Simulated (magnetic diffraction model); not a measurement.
# Magnetic neutron pattern of Cr₂CdTeO₃

Space group Imm2 (no. 44), a = 6.3650 Å, b = 6.6490 Å, c = 8.9400 Å.

```
site  atom       x       y       z
  4d    Te       0  0.7584  0.7418
  2a    Cd       0       0  0.1258
  2b    Cd     1/2       0  0.3895
  4c    Cr  0.2546       0  0.7515
  4d    Cr       0  0.2519  0.4975
  4c     O  0.7240       0  0.9953
  4d     O     1/2  0.2314  0.7549
  4c     O  0.7744       0  0.5107
```

This is a made-up structure (elements placed in a structure type, unrelaxed), so the numbers test the method and describe no known phase.

Only Cr is taken to order (form factors of Cr3+); orders and moment sizes are assumed, and not adapted to the symmetry. Radiation: neutrons of λ = 2.0775 Å (absorption by Cd left out), 3° to 50°; isotropic B of 0.32 Å² (Te), 0.28 Å² (Cd), 0.35 Å² (Cr) and 0.47 Å² (O). The intensities are simulated: I ∝ L Σ (|F_N|² + |F_M⊥|²) for unpolarised neutrons, with F_M = 2.695 fm/μB × Σ f(s) S exp(2πi Q·r) exp(−B s²) at Q = H ± k (one set where k and −k are equivalent), only the part normal to Q counting and L = 1/(sin²θ cos θ). For collinear order S is the moment m, which repeats by lattice and centring translations R with the sign exp(−2πi k·R). Form factors are spin-only for 3d ions and dipole or tabulated for f ions, scattering lengths are Sears's of 1992, and absorption is left out. A label names one of the reflections at its angle. The strongest nuclear line in the range is 100, and lines under 0.2 are left out.

Assume the order k = (0 0 0), collinear moments along [110], 2.9 μB on Cr; signs + at (0.2546, 0, 0.7515), − at (0.7454, 0, 0.7515), + at (0, 0.2519, 0.4975), − at (0, 0.7481, 0.4975).

Predict the pattern, nuclear and magnetic parts apart.

```tsv
2θ (°)	index	nuclear	magnetic
22.45	(0 1 1)	5.3	50.5
23.11	(1 0 1)	7.9	48.5
26.11	(1 1 0)	0.4	0.2
26.88	(0 0 2)	0.2	0.0
36.41	(0 2 0)	7.6	0.0
37.82	(1 1 2)	28.6	82.0
38.10	(2 0 0)	8.2	0.0
43.57	(1 2 1)	29.6	14.7
44.67	(2 1 1)	34.3	14.2
44.91	(0 1 3)	18.6	11.4
45.27	(1 0 3)	19.4	11.1
45.83	(0 2 2)	100.0	0.0
47.24	(2 0 2)	80.9	0.0
```

The strongest magnetic line in the range is (1 1 2) at 37.82° (82.0). On top of the Lorentz factor, which all lines share, magnetic lines fade with angle because f falls: for Cr3+ it is 0.90, 0.67, 0.42 and 0.11 at sin θ/λ = 0.1, 0.2, 0.3 and 0.5 Å⁻¹, while nuclear lengths stay constant. The order has no net moment.

[Logs are printed without paths, hosts, clocks, repeated set-up lines and the standing remarks that a program may print on its own settings, such as how far it seeks lower states.]
